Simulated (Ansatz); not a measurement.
# TiO2 (Anatase): bands and screening cutoff converge together, part 2 of 2

Aim: vary empty bands and screening cutoff apart and together in G0W0 on TiO2 (Anatase).

Ansatz 0.2.0; G0W0 on PBE, plane waves, PAW. Known limits of the many-body steps: not at the basis limit.

So far. Step 7 (284 empty bands, screening to 150 eV): The G0W0 gap on the mesh is 3.621 eV.

## Step 8: 504 empty bands, screening to 220 eV

input.yaml

```yaml
crystal:
  lattice:
    - [-1.8921, 1.8921, 4.7573]
    - [1.8921, -1.8921, 4.7573]
    - [1.8921, 1.8921, -4.7573]
  atoms:
    - { symbol: Ti, position: [0.0, 0.0, 0.0] }
    - { symbol: Ti, position: [0.75, 0.25, 0.5] }
    - { symbol: O, position: [0.2081, 0.2081, 0.0] }
    - { symbol: O, position: [0.9581, 0.4581, 0.5] }
    - { symbol: O, position: [0.5419, 0.0419, 0.5] }
    - { symbol: O, position: [0.7919, 0.7919, 0.0] }
kpoints:
  mp_grid: { grid: [6, 6, 6] }
hamiltonian:
  xc: pbe
scf:
  occupations: { method: fixed }
gw:
  n_empty_bands: 504
  ecut_chi: 220
  qp_bands: [v2, c2]
  qp_kpoints: band_edges
  screening: { model: contour_deformation }
```

Launch:

```bash
$ ansatz run input.yaml --threads 2 --pin off --max-ram 92160MiB --backend cuda --events-out ev --progress --plain --runs-dir out --devices 1 --max-vram 13GiB  # rebuilt from the run's record
```

Numbers of over 12 decimals in the logs are rounded to 6 here.

What it wrote:

```text
GPUs: using 1 of 1 available (devices: 1).
[...]
GPU FFT provider: cuFFT
GPU libraries: cuBLAS 13.8.2, cuFFT 12.4.0, cuSOLVER 12.3.4
Crystal: 6 atoms, lattice volume = 68.125 Å³
Basis set: ecut = 420 eV, 1315 PW (Γ)
Bands: 30, of which v1, the nominal top of the filled ones, is band 24 counted from 1 (23 counted from 0)
Symmetry: 16 space group operations
[...]
k-points: 30 of 216
[...]
1    26     10.3998   -14.3012    -6.6381   -21.9275  0.7076    11.4105    11.3881  root
[...]
29    23      7.2097   -26.1440     4.2767   -21.3790  0.7103     6.7166     6.7213  root
    29    24      7.2097   -26.1440     4.2767   -21.3790  0.7103     6.7166     6.7213  root
    29    25      9.8146   -13.2308    -7.1125   -21.4109  0.7186    10.9068    10.8821  root
    29    26      9.8146   -13.2308    -7.1125   -21.4109  0.7186    10.9068    10.8821  root
[key lines of the parts left out:]
SCF converged after 6 iterations
Free energy (F): -7277.471112 eV
Fermi energy:    7.290149 eV
```

Run time: 2.5 min. Hardware: 1 × NVIDIA H100 80GB HBM3 (shared by 6 runs) with 2 threads of AMD EPYC 7R13 (Zen 3), shared host; peak memory 2.9 GiB; 4.4 min of CPU time.

The G0W0 gap on the mesh is 3.665 eV.

## Step 9: 154 empty bands, screening to 300 eV

Changes to input.yaml since step 8:

```diff
@@ -19,4 +19,4 @@
 gw:
-  n_empty_bands: 504
-  ecut_chi: 220
+  n_empty_bands: 154
+  ecut_chi: 300
   qp_bands: [v2, c2]
```

What it wrote:

```text
GPUs: using 1 of 1 available (devices: 1).
[...]
GPU FFT provider: cuFFT
GPU libraries: cuBLAS 13.8.2, cuFFT 12.4.0, cuSOLVER 12.3.4
Crystal: 6 atoms, lattice volume = 68.125 Å³
Basis set: ecut = 420 eV, 1315 PW (Γ)
Bands: 30, of which v1, the nominal top of the filled ones, is band 24 counted from 1 (23 counted from 0)
Symmetry: 16 space group operations
[...]
k-points: 30 of 216
[...]
1    26     10.3998   -14.3012    -6.3091   -21.9275  0.7062    11.7603    11.7171  root
[...]
29    23      7.2097   -26.1440     4.6356   -21.3790  0.7086     7.0799     7.0802  root
    29    24      7.2097   -26.1440     4.6356   -21.3790  0.7086     7.0799     7.0802  root
    29    25      9.8146   -13.2308    -6.7897   -21.4109  0.7175    11.2505    11.2049  root
    29    26      9.8146   -13.2308    -6.7897   -21.4109  0.7175    11.2505    11.2049  root
[key lines of the parts left out:]
SCF converged after 6 iterations
Free energy (F): -7277.471112 eV
Fermi energy:    7.290149 eV
```

Wall time 43 s (1 × NVIDIA H100 80GB HBM3 (shared by 6 runs) with 2 threads); peak memory 4.2 GiB; 66 s of CPU time.

The G0W0 gap on the mesh is 3.638 eV.

## Step 10: 803 empty bands, screening to 300 eV

Changes to input.yaml since step 9:

```diff
@@ -19,3 +19,3 @@
 gw:
-  n_empty_bands: 154
+  n_empty_bands: 803
   ecut_chi: 300
```

What it wrote:

```text
GPUs: using 1 of 1 available (devices: 1).
[...]
GPU FFT provider: cuFFT
GPU libraries: cuBLAS 13.8.2, cuFFT 12.4.0, cuSOLVER 12.3.4
Crystal: 6 atoms, lattice volume = 68.125 Å³
Basis set: ecut = 420 eV, 1315 PW (Γ)
Bands: 30, of which v1, the nominal top of the filled ones, is band 24 counted from 1 (23 counted from 0)
Symmetry: 16 space group operations
[...]
k-points: 30 of 216
[...]
1    26     10.3998   -14.3012    -6.7112   -21.9275  0.7060    11.3341    11.3150  root
[...]
29    23      7.2097   -26.1440     4.1791   -21.3790  0.7085     6.6167     6.6238  root
    29    24      7.2097   -26.1440     4.1791   -21.3790  0.7085     6.6167     6.6238  root
    29    25      9.8146   -13.2308    -7.1766   -21.4109  0.7173    10.8397    10.8180  root
    29    26      9.8146   -13.2308    -7.1766   -21.4109  0.7173    10.8397    10.8180  root
[key lines of the parts left out:]
SCF converged after 6 iterations
Free energy (F): -7277.471112 eV
Fermi energy:    7.290149 eV
```

Elapsed: 5 min, on 1 × NVIDIA H100 80GB HBM3 (shared by 6 runs) with 2 threads; peak memory 5.2 GiB.

The G0W0 gap on the mesh is 3.695 eV.

## Step 11: The grid

Start PBE, 6×6×6 mesh. Times are wall times on 1 × NVIDIA H100 80GB HBM3 (shared by 6 runs) with 2 threads of AMD EPYC 7R13 (Zen 3), shared host, good to a factor of about two.

```csv
cutoff (eV),plane waves at q = 0,bands summed,gap (eV),Σc valence (eV),Σc conduction (eV),time
50,53,78,3.871,4.95,-5.93,14 s
50,53,308,3.775,4.72,-6.26,37 s
100,155,178,3.618,4.75,-6.39,40 s
100,155,827,3.579,4.57,-6.60,2.5 min
150,293,78,3.701,5.10,-5.95,24 s
150,293,308,3.621,4.55,-6.58,47 s
220,527,528,3.665,4.39,-6.70,2.5 min
300,809,178,3.638,4.74,-6.38,43 s
300,809,827,3.695,4.30,-6.76,5 min
```

## Step 12: Outcome

| Item | Value |
| --- | --- |
| 78 bands, 50 eV | 3.871 eV |
| 308 bands, 50 eV | 3.775 eV |
| 178 bands, 100 eV | 3.618 eV |
| 827 bands, 100 eV | 3.579 eV |
| 78 bands, 150 eV | 3.701 eV |
| 308 bands, 150 eV | 3.621 eV |
| 528 bands, 220 eV | 3.665 eV |
| 178 bands, 300 eV | 3.638 eV |
| 827 bands, 300 eV | 3.695 eV |
| estimated limit along the diagonal | 3.75 eV |
| mesh and start | 6×6×6, PBE |

At 50 eV, going from 78 to 308 bands moves the gap by −0.10 eV. At 100 eV, going from 178 to 827 bands moves the gap by −0.04 eV. At 150 eV, going from 78 to 308 bands moves the gap by −0.08 eV. At 300 eV, going from 178 to 827 bands moves the gap by +0.06 eV. At 78 bands, raising the cutoff from 50 to 150 eV moves it by −0.17 eV. At 308 bands, raising the cutoff from 50 to 150 eV moves it by −0.15 eV. At 178 bands, raising the cutoff from 100 to 300 eV moves it by +0.02 eV. At 827 bands, raising the cutoff from 100 to 300 eV moves it by +0.12 eV. Along the diagonal, where both rise together, the two highest rungs point to 3.75 eV. Gaps are over the mesh's points; an edge off the mesh would be missed. A low cutoff hides what high bands add, so a band series at one cutoff can look settled before the gap is.

[Paths, hosts, dates, memory and timing lines, banners, echoed tables and standing remarks are left out of the program output.]

[Logs are printed without paths, hosts, clocks, repeated set-up lines and the standing remarks that a program may print on its own settings, such as how far it seeks lower states.]

[Runs of the session that timed out or met a known fault of the program may be left out.]

[Cells called generated may have been cut or substituted from an entry of the Crystallography Open Database or the Materials Project.]

[Hosts, paths, dates, database ids (printed as entryN), source tags and the programs' standing remarks are cut or masked in the printed files.]
